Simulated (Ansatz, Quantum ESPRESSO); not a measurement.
## InAs (zinc blende): bulk modulus from a few volumes

How stiff is zinc blende InAs under hydrostatic load? Each row relaxes cell and atoms at a set pressure. The phase is followed to these pressures whether or not it stays the stable one.

Calculated with Quantum ESPRESSO 7.5, PBEsol, GBRV 1.5 ultrasoft potentials, cutoff 680 eV, Fermi–Dirac smearing 0.02 eV, k-mesh 8×8×8, no spin polarisation, no spin-orbit coupling.

The series also meant to hold 30 (pressure); those runs didn't finish, missed their thresholds or give no value for this table.

Reference cell, relaxed at zero pressure with PBEsol (F-43m): a = 4.3050 Å, b = 4.3050 Å, c = 4.3050 Å, α = 60.00°, β = 60.00°, γ = 60.00°.

```
atom       x       y       z
  In  0.0000  0.0000  0.0000
  As  0.7500  0.7500  0.7500
```

```csv
V (Å³/atom),V/V0,P (GPa),E − E0 (meV/atom)
30.6548,1.0867,−3.819,30.4
26.2059,0.9290,4.932,29.9
24.7438,0.8772,9.983,97.5
23.6268,0.8376,15.061,184.9
```

V0 = 28.2079 Å³ an atom, where the residual pressure P0 is +0.018 GPa. **Question.** Fit the Birch–Murnaghan law and give the pressure and the energy at V = 22.7126 Å³ an atom, a row left out above.

With the Eulerian strain f = ½[(V0/V)^(2/3) − 1] and F = (P − P0)/[3f(1 + 2f)^(5/2)], the third-order law is the line F = B0 + (3/2) B0 (B′ − 4) f.

| f | F (GPa) |
| --- | --- |
| 0.06270 | 59.52 |
| 0.04564 | 58.50 |
| 0.02515 | 57.61 |
| −0.02697 | 54.47 |

A straight line through the 4 rows: the means are 0.02663 for f and 57.525 for F, Σ(Δx)² = 0.004538 and ΣΔxΔy = 0.2541, so the slope is 0.2541/0.004538 = 56.003 and the intercept 57.525 − (56.003)(0.02663) = 56.034.

Hence B0 = 56.0 GPa and B′ = 4 + (56.0)/(1.5 × 56.0) = 4.67. For the withheld volume f = 0.07770, F = 60.39 GPa and P = 20.22 GPa, an extrapolation past the fitted rows. The run itself gives 20.20 GPa, so the estimate misses by 0.02 GPa; the fitted rows themselves lie up to 0.01 GPa off the law.

Integrating the same law gives E − E0 = (9/2) B0 V0 f²[1 + (B′ − 4) f] + P0(V0 − V), with 1 GPa Å³ = 6.2415 meV: 282.5 meV an atom. The run itself gives 285.7 meV, so the estimate misses by 3.2 meV; the fitted rows themselves lie up to 2.5 meV off the law.

The same fit over all rows at other levels or in other programs gives B0 = 55 GPa with PBEsol (Ansatz).

[Logs are printed without paths, hosts, clocks, repeated set-up lines and the standing remarks that a program may print on its own settings, such as how far it seeks lower states.]
